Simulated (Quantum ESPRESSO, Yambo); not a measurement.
# ZrSe3 (P2_1/m): G0W0 with Yambo, start to end, part 2 of 3

Aim: the G0W0 gap of ZrSe3 (P2_1/m) on PBEsol, step by step.

Quantum ESPRESSO 7.5 and Yambo 5.3.0; PBEsol and many-body steps on it, plane waves. Known limits of the many-body steps: not at the basis limit; no spin-orbit coupling; coarse k mesh.

So far. Step 2 (Ground state): The gap is indirect, with the least direct gap 0.28 eV higher.

## (3) Bands along the symmetry lines

Level of this step: DFT, PBEsol, plane waves, norm-conserving pseudopotentials (Quantum ESPRESSO).

Levels along a band path, at the cheap level, show where the edges lie and whether the meshes to come will hold them.

pw.in reads:

```
&control
  calculation = 'bands'
  prefix = 'x'
  outdir = 'o'
  pseudo_dir = 'pseudo'
/
&system
  ibrav = 0
  nat = 8
  ntyp = 2
  ecutwfc = 104.0
  nbnd = 90
  force_symmorphic = .true.
/
&electrons
  conv_thr = 1e-9
  electron_maxstep = 80
  diago_full_acc = .true.
  diago_thr_init = 5e-6
/
ATOMIC_SPECIES
  Zr 91.224 Zr.upf
  Se 78.971 Se.upf
CELL_PARAMETERS angstrom
  5.4109000000 -0.0000000000 0.0000000000
  -0.0000000000 3.7488000000 0.0000000000
  -1.2294209091 0.0000000000 9.3636349901
ATOMIC_POSITIONS crystal
  Zr 0.2850000000 0.2500000000 0.6560000000
  Zr 0.7150000000 0.7500000000 0.3440000000
  Se 0.7620000000 0.2500000000 0.5540000000
  Se 0.2380000000 0.7500000000 0.4460000000
  Se 0.4560000000 0.2500000000 0.1740000000
  Se 0.5440000000 0.7500000000 0.8260000000
  Se 0.8880000000 0.2500000000 0.1690000000
  Se 0.1120000000 0.7500000000 0.8310000000
K_POINTS crystal
  81
  0.00000000 0.00000000 0.00000000 1
  0.00000000 0.06250000 0.00000000 1
  0.00000000 0.12500000 0.00000000 1
  0.00000000 0.18750000 0.00000000 1
  0.00000000 0.25000000 0.00000000 1
  0.00000000 0.31250000 0.00000000 1
  0.00000000 0.37500000 0.00000000 1
  0.00000000 0.43750000 0.00000000 1
  0.00000000 0.50000000 0.00000000 1
  0.00000000 0.50000000 0.06250000 1
  0.00000000 0.50000000 0.12500000 1
  0.00000000 0.50000000 0.18750000 1
  0.00000000 0.50000000 0.25000000 1
  0.00000000 0.50000000 0.31250000 1
  0.00000000 0.50000000 0.37500000 1
  0.00000000 0.50000000 0.43750000 1
  0.00000000 0.50000000 0.50000000 1
  0.00000000 0.43750000 0.50000000 1
  0.00000000 0.37500000 0.50000000 1
  0.00000000 0.31250000 0.50000000 1
  0.00000000 0.25000000 0.50000000 1
  0.00000000 0.18750000 0.50000000 1
  0.00000000 0.12500000 0.50000000 1
  0.00000000 0.06250000 0.50000000 1
  0.00000000 0.00000000 0.50000000 1
  0.00000000 0.00000000 0.43750000 1
  0.00000000 0.00000000 0.37500000 1
  0.00000000 0.00000000 0.31250000 1
  0.00000000 0.00000000 0.25000000 1
  0.00000000 0.00000000 0.18750000 1
  0.00000000 0.00000000 0.12500000 1
  0.00000000 0.00000000 0.06250000 1
  0.00000000 0.00000000 0.00000000 1
  -0.06250000 0.00000000 0.06250000 1
  -0.12500000 0.00000000 0.12500000 1
  -0.18750000 0.00000000 0.18750000 1
  -0.25000000 0.00000000 0.25000000 1
  -0.31250000 0.00000000 0.31250000 1
  -0.37500000 0.00000000 0.37500000 1
  -0.43750000 0.00000000 0.43750000 1
  -0.50000000 0.00000000 0.50000000 1
  -0.50000000 0.06250000 0.50000000 1
  -0.50000000 0.12500000 0.50000000 1
  -0.50000000 0.18750000 0.50000000 1
  -0.50000000 0.25000000 0.50000000 1
  -0.50000000 0.31250000 0.50000000 1
  -0.50000000 0.37500000 0.50000000 1
  -0.50000000 0.43750000 0.50000000 1
  -0.50000000 0.50000000 0.50000000 1
  -0.43750000 0.50000000 0.43750000 1
  -0.37500000 0.50000000 0.37500000 1
  -0.31250000 0.50000000 0.31250000 1
  -0.25000000 0.50000000 0.25000000 1
  -0.18750000 0.50000000 0.18750000 1
  -0.12500000 0.50000000 0.12500000 1
  -0.06250000 0.50000000 0.06250000 1
  0.00000000 0.50000000 0.00000000 1
  -0.06250000 0.50000000 0.00000000 1
  -0.12500000 0.50000000 0.00000000 1
  -0.18750000 0.50000000 0.00000000 1
  -0.25000000 0.50000000 0.00000000 1
  -0.31250000 0.50000000 0.00000000 1
  -0.37500000 0.50000000 0.00000000 1
  -0.43750000 0.50000000 0.00000000 1
  -0.50000000 0.50000000 0.00000000 1
  -0.50000000 0.43750000 0.00000000 1
  -0.50000000 0.37500000 0.00000000 1
  -0.50000000 0.31250000 0.00000000 1
  -0.50000000 0.25000000 0.00000000 1
  -0.50000000 0.18750000 0.00000000 1
  -0.50000000 0.12500000 0.00000000 1
  -0.50000000 0.06250000 0.00000000 1
  -0.50000000 0.00000000 0.00000000 1
  -0.43750000 0.00000000 0.00000000 1
  -0.37500000 0.00000000 0.00000000 1
  -0.31250000 0.00000000 0.00000000 1
  -0.25000000 0.00000000 0.00000000 1
  -0.18750000 0.00000000 0.00000000 1
  -0.12500000 0.00000000 0.00000000 1
  -0.06250000 0.00000000 0.00000000 1
  0.00000000 0.00000000 0.00000000 1
```

Launch:

```sh
$ OMP_NUM_THREADS=1 mpirun -n 8 pw.x -nk 8 -in pw.in > pw.out
```

Log:

```text
[banner, memory and clock lines left out]
Program PWSCF v.7.5 starts

     Atomic positions and unit cell read from directory:
     o/x.save/

     Message from routine setup:
     using ibrav=0 with symmetry is DISCOURAGED, use correct ibrav instead

     G-vector sticks info

     bravais-lattice index     =            0
     lattice parameter (alat)  =      10.2251  a.u.
     unit-cell volume          =    1281.7486 (a.u.)^3
     number of atoms/cell      =            8
     number of atomic types    =            2
     number of electrons       =       168.00
     number of Kohn-Sham states=           90
     kinetic-energy cutoff     =     104.0000  Ry
     charge density cutoff     =     416.0000  Ry
     Exchange-correlation= PBESOL
                           (   1   4  10   8   0   0   0)

     celldm(1)=  10.225119  celldm(2)=   0.000000  celldm(3)=   0.000000
     celldm(4)=   0.000000  celldm(5)=   0.000000  celldm(6)=   0.000000

     crystal axes: (cart. coord. in units of alat)
               a(1) = (   1.000000  -0.000000   0.000000 )
               a(2) = (  -0.000000   0.692824   0.000000 )
               a(3) = (  -0.227212   0.000000   1.730513 )

     reciprocal axes: (cart. coord. in units 2 pi/alat)
               b(1) = (  1.000000  0.000000  0.131297 )
               b(2) = (  0.000000  1.443369  0.000000 )
               b(3) = ( -0.000000 -0.000000  0.577863 )
     Pseudo is Norm-conserving + core correction, Zval = 12.0
     Generated using ONCVPSP code by D. R. Hamann
     Using radial grid of 1604 points,  6 beta functions with:
     Pseudo is Norm-conserving + core correction, Zval = 24.0
     Generated using ONCVPSP code by D. R. Hamann
     Using radial grid of 1198 points,  6 beta functions with:
     Zr               12.00    91.22400     Zr( 1.00)
     Se               24.00    78.97100     Se( 1.00)

      2 Sym. Ops., with inversion, found

   Cartesian axes

     site n.     atom                  positions (alat units)
         1        Zr     tau(   1) = (   0.1359490   0.1732059   1.1352168  )
         2        Zr     tau(   2) = (   0.6368391   0.5196178   0.5952966  )
         3        Se     tau(   3) = (   0.6361246   0.1732059   0.9587044  )
         4        Se     tau(   4) = (   0.1366635   0.5196178   0.7718090  )
         5        Se     tau(   5) = (   0.4164651   0.1732059   0.3011093  )
         6        Se     tau(   6) = (   0.3563230   0.5196178   1.4294041  )
         7        Se     tau(   7) = (   0.8496012   0.1732059   0.2924568  )
         8        Se     tau(   8) = (  -0.0768131   0.5196178   1.4380566  )

     number of k points=    81
                       cart. coord. in units 2pi/alat
        k(    1) = (   0.0000000   0.0000000   0.0000000), wk =   0.0246914
        k(    2) = (   0.0000000   0.0902105   0.0000000), wk =   0.0246914
        k(    3) = (   0.0000000   0.1804211   0.0000000), wk =   0.0246914
[...]
[... 69 further rows ...]
        k(   80) = (  -0.0625000   0.0000000  -0.0082061), wk =   0.0246914
        k(   81) = (   0.0000000   0.0000000   0.0000000), wk =   0.0246914

     Dense  grid:   183623 G-vectors     FFT dimensions: (  72,  45, 120)

     The potential is recalculated from file :
     o/x.save/charge-density

     Starting wfcs are   98 randomized atomic wfcs

     Band Structure Calculation

     End of band structure calculation

          k = 0.0000 0.0000 0.0000 ( 22959 PWs)   bands (ev):

  -197.1565-197.1565-197.1419-197.1419-196.3597-196.3597-136.9919-136.9919
  -136.9784-136.9784-136.7591-136.7591-136.7526-136.7526-136.7431-136.7431
  -136.7368-136.7368-136.0462-136.0461-136.0393-136.0393-136.0250-136.0249
   -38.4723 -38.4717 -37.4172 -37.4172 -37.3245 -37.3245 -37.3117 -37.3117
   -37.3064 -37.3063 -37.2790 -37.2790 -37.2707 -37.2706 -37.0860 -37.0858
   -37.0826 -37.0826 -37.0678 -37.0678 -37.0648 -37.0648 -36.4466 -36.4452
[...]
13.5625  13.6668

          k = 0.0000 0.0902 0.0000 ( 22949 PWs)   bands (ev):

[...]
13.5676  13.6584

          k = 0.0000 0.1804 0.0000 ( 22983 PWs)   bands (ev):

[...]
13.5279  13.6495

[...]
k =-0.0625 0.0000 0.0279 ( 22952 PWs)   bands (ev):

[...]
k =-0.1250 0.0000 0.0558 ( 22986 PWs)   bands (ev):

[...]
k =-0.1875 0.0000 0.0837 ( 23002 PWs)   bands (ev):

[...]
k =-0.1250 0.7217 0.0558 ( 22902 PWs)   bands (ev):

[...]
k =-0.0625 0.7217 0.0279 ( 22916 PWs)   bands (ev):

[...]
k = 0.0000 0.7217 0.0000 ( 22922 PWs)   bands (ev):

[...]
k =-0.0625 0.7217-0.0082 ( 22904 PWs)   bands (ev):

[...]
k =-0.1250 0.7217-0.0164 ( 22924 PWs)   bands (ev):

[...]
k =-0.1875 0.7217-0.0246 ( 22926 PWs)   bands (ev):

[...]
k =-0.1250 0.0000-0.0164 ( 22996 PWs)   bands (ev):

[...]
k =-0.0625 0.0000-0.0082 ( 22960 PWs)   bands (ev):

[...]
13.5660  13.8191

          k = 0.0000 0.0000 0.0000 ( 22959 PWs)   bands (ev):

[...]
-136.9784-136.9784-136.7591-136.7591-136.7526-136.7526-136.7431-136.7431
  -136.7368-136.7368-136.0462-136.0461-136.0393-136.0393-136.0250-136.0249
[...]
6.1656   7.3504   7.5153   7.9998   8.5120   9.4022   9.6623   9.8077
     9.8205   9.9269  10.3966  10.5070  11.1681  11.5509  13.1795  13.3778
    13.5625  13.6668

     XML data file, pseudopotentials, collected wavefunctions
```

Run time: 90 s. Hardware: 8 MPI ranks of Intel Xeon 6975P-C (Granite Rapids), shared host; peak memory 2.6 GiB; 12 min of CPU time.

Numbers from this step:

```
gap                        : 0.3146 eV
k of the valence top       : -0.125, 0, 0
k of the conduction bottom : -0.5, 0.125, 0
least direct gap           : 0.5952 eV
```

The gap is 0.315 eV, −0.007 eV from the run before at this level.

The electronic bands at the labelled points (eV, zero at the top of the highest filled band):

```
  point  band 81  band 82  band 83  band 84  band 85  band 86  band 87  band 88
      Γ    -0.69    -0.58    -0.11     0.00     0.66     1.04     2.67     2.87
halfway    -1.29    -1.23    -1.03    -0.89     1.78     2.00     2.71     2.83
      Z    -1.70    -1.70    -1.16    -1.16     2.41     2.41     2.82     2.82
halfway    -1.80    -1.80    -1.15    -1.15     2.43     2.43     2.82     2.82
      D    -1.91    -1.91    -1.15    -1.15     2.44     2.44     2.82     2.82
halfway    -1.23    -1.10    -0.99    -0.91     1.63     2.22     2.67     2.88
      B    -0.69    -0.60    -0.14    -0.10     0.50     1.20     2.68     2.84
halfway    -0.70    -0.59    -0.13    -0.05     0.55     1.15     2.69     2.83
      Γ    -0.69    -0.58    -0.11     0.00     0.66     1.04     2.67     2.87
halfway    -0.87    -0.58    -0.56    -0.09     0.80     1.15     1.83     2.12
      A    -1.47    -0.89    -0.45    -0.42     0.34     0.56     1.16     1.26
halfway    -1.34    -1.19    -1.06    -0.99     0.39     0.57     2.11     2.21
      E    -1.67    -1.67    -1.42    -1.42     0.58     0.58     2.54     2.54
halfway    -1.56    -1.56    -1.28    -1.28     2.27     2.27     2.43     2.43
      Z    -1.70    -1.70    -1.16    -1.16     2.41     2.41     2.82     2.82
halfway    -1.52    -1.52    -1.21    -1.21     2.12     2.12     2.49     2.49
     C2    -1.83    -1.83    -1.33    -1.33     0.57     0.57     2.44     2.44
halfway    -1.30    -1.28    -1.19    -1.00     0.37     0.58     2.05     2.09
     Y2    -0.97    -0.56    -0.38    -0.30     0.33     0.67     1.14     1.23
halfway    -0.57    -0.51    -0.38    -0.06     0.85     1.10     1.84     2.17
      Γ    -0.69    -0.58    -0.11     0.00     0.66     1.04     2.67     2.87
```

## (4) Empty states on the mesh, 2×4×2 mesh, 236 bands

The sums over transitions need many empty states on a uniform mesh; this step solves for them.

pw.in reads:

```
&control
  calculation = 'nscf'
  prefix = 'x'
  outdir = 'o'
  pseudo_dir = 'pseudo'
/
&system
  ibrav = 0
  nat = 8
  ntyp = 2
  ecutwfc = 104.0
  nbnd = 236
  force_symmorphic = .true.
/
&electrons
  conv_thr = 1e-9
  electron_maxstep = 80
  diago_full_acc = .true.
  diago_thr_init = 5e-6
/
ATOMIC_SPECIES
  Zr 91.224 Zr.upf
  Se 78.971 Se.upf
CELL_PARAMETERS angstrom
  5.4109000000 -0.0000000000 0.0000000000
  -0.0000000000 3.7488000000 0.0000000000
  -1.2294209091 0.0000000000 9.3636349901
ATOMIC_POSITIONS crystal
  Zr 0.2850000000 0.2500000000 0.6560000000
  Zr 0.7150000000 0.7500000000 0.3440000000
  Se 0.7620000000 0.2500000000 0.5540000000
  Se 0.2380000000 0.7500000000 0.4460000000
  Se 0.4560000000 0.2500000000 0.1740000000
  Se 0.5440000000 0.7500000000 0.8260000000
  Se 0.8880000000 0.2500000000 0.1690000000
  Se 0.1120000000 0.7500000000 0.8310000000
K_POINTS automatic
  2 4 2 0 0 0
```

Launch:

```sh
$ OMP_NUM_THREADS=1 mpirun -n 8 pw.x -nk 4 -in pw.in > pw.out
```

Log:

```text
[banner, memory and clock lines left out]
Program PWSCF v.7.5 starts

     Atomic positions and unit cell read from directory:
     o/x.save/

     Message from routine setup:
     using ibrav=0 with symmetry is DISCOURAGED, use correct ibrav instead

     bravais-lattice index     =            0
     lattice parameter (alat)  =      10.2251  a.u.
     unit-cell volume          =    1281.7486 (a.u.)^3
     number of atoms/cell      =            8
     number of atomic types    =            2
     number of electrons       =       168.00
     number of Kohn-Sham states=          236
     kinetic-energy cutoff     =     104.0000  Ry
     charge density cutoff     =     416.0000  Ry
     Exchange-correlation= PBESOL
                           (   1   4  10   8   0   0   0)

     celldm(1)=  10.225119  celldm(2)=   0.000000  celldm(3)=   0.000000
     celldm(4)=   0.000000  celldm(5)=   0.000000  celldm(6)=   0.000000

     crystal axes: (cart. coord. in units of alat)
               a(1) = (   1.000000  -0.000000   0.000000 )
               a(2) = (  -0.000000   0.692824   0.000000 )
               a(3) = (  -0.227212   0.000000   1.730513 )

     reciprocal axes: (cart. coord. in units 2 pi/alat)
               b(1) = (  1.000000  0.000000  0.131297 )
               b(2) = (  0.000000  1.443369  0.000000 )
               b(3) = ( -0.000000 -0.000000  0.577863 )
     Pseudo is Norm-conserving + core correction, Zval = 12.0
     Generated using ONCVPSP code by D. R. Hamann
     Using radial grid of 1604 points,  6 beta functions with:
     Pseudo is Norm-conserving + core correction, Zval = 24.0
     Generated using ONCVPSP code by D. R. Hamann
     Using radial grid of 1198 points,  6 beta functions with:
     Zr               12.00    91.22400     Zr( 1.00)
     Se               24.00    78.97100     Se( 1.00)

      2 Sym. Ops., with inversion, found

   Cartesian axes

     site n.     atom                  positions (alat units)
         1        Zr     tau(   1) = (   0.1359490   0.1732059   1.1352168  )
         2        Zr     tau(   2) = (   0.6368391   0.5196178   0.5952966  )
         3        Se     tau(   3) = (   0.6361246   0.1732059   0.9587044  )
         4        Se     tau(   4) = (   0.1366635   0.5196178   0.7718090  )
         5        Se     tau(   5) = (   0.4164651   0.1732059   0.3011093  )
         6        Se     tau(   6) = (   0.3563230   0.5196178   1.4294041  )
         7        Se     tau(   7) = (   0.8496012   0.1732059   0.2924568  )
         8        Se     tau(   8) = (  -0.0768131   0.5196178   1.4380566  )

     number of k points=    12
                       cart. coord. in units 2pi/alat
        k(    1) = (   0.0000000   0.0000000   0.0000000), wk =   0.1250000
        k(    2) = (   0.0000000   0.0000000  -0.2889316), wk =   0.1250000
        k(    3) = (   0.0000000   0.3608421   0.0000000), wk =   0.2500000
[...]
k(   11) = (  -0.5000000  -0.7216843  -0.0656487), wk =   0.1250000
        k(   12) = (  -0.5000000  -0.7216843  -0.3545803), wk =   0.1250000

     Dense  grid:   183623 G-vectors     FFT dimensions: (  72,  45, 120)

     The potential is recalculated from file :
     o/x.save/charge-density

     Starting wfcs are   98 randomized atomic wfcs +  138 random wfcs

     Band Structure Calculation

     End of band structure calculation

          k = 0.0000 0.0000 0.0000 ( 22959 PWs)   bands (ev):

  -197.1565-197.1565-197.1419-197.1419-196.3597-196.3597-136.9919-136.9919
  -136.9784-136.9784-136.7591-136.7591-136.7526-136.7526-136.7431-136.7431
  -136.7368-136.7368-136.0462-136.0461-136.0393-136.0393-136.0250-136.0249
   -38.4723 -38.4717 -37.4172 -37.4172 -37.3245 -37.3245 -37.3117 -37.3117
   -37.3064 -37.3063 -37.2790 -37.2790 -37.2707 -37.2706 -37.0860 -37.0858
   -37.0826 -37.0826 -37.0678 -37.0678 -37.0648 -37.0648 -36.4466 -36.4452
[...]
[... 18 further rows ...]
[...]
52.6819  52.9995  53.0972  53.1315

          k = 0.0000 0.0000-0.2889 ( 23008 PWs)   bands (ev):

[...]
[... 18 further rows ...]
[...]
52.7480  52.9979  53.5161  53.5340

          k = 0.0000 0.3608 0.0000 ( 22961 PWs)   bands (ev):

[...]
-136.9784-136.9784-136.7591-136.7591-136.7526-136.7526-136.7431-136.7431
  -136.7368-136.7368-136.0461-136.0461-136.0393-136.0393-136.0250-136.0250
[...]
6.3942   6.7318   7.1761   7.6777   7.8281   8.7232   8.8591   9.0417
     [... 18 further rows ...]
    50.8740  51.1668  51.2227  51.5438  51.5854  51.7372  52.4071  52.4465
    52.6174  52.9332  53.0618  53.2353

          k = 0.0000 0.3608-0.2889 ( 22962 PWs)   bands (ev):

     [... further k-points ...]

     highest occupied, lowest unoccupied level (ev):    10.5070   10.8367

     XML data file, pseudopotentials, collected wavefunctions
```

Run time: 69 s. Hardware: 8 MPI ranks; peak memory 2.5 GiB.

Numbers from this step:

- gap: 0.3297 eV
- k of the valence top: 0, 0, 0
- k of the conduction bottom: -0.5, 0, 0
- least direct gap: 0.6027 eV
- k points computed: 12
- lowest point of the top converged band, above the valence top: 41.98 eV

On this mesh the gap is 0.330 eV.

[end of part 2 of 3]

[Paths, hosts, dates, memory and timing lines, banners, echoed tables and standing remarks are left out of the program output.]

[Logs are printed without paths, hosts, clocks, repeated set-up lines and the standing remarks that a program may print on its own settings, such as how far it seeks lower states.]

[Runs of the session that timed out or met a known fault of the program may be left out.]

[Hosts, paths, dates, database ids (printed as entryN), source tags and the programs' standing remarks are cut or masked in the printed files.]
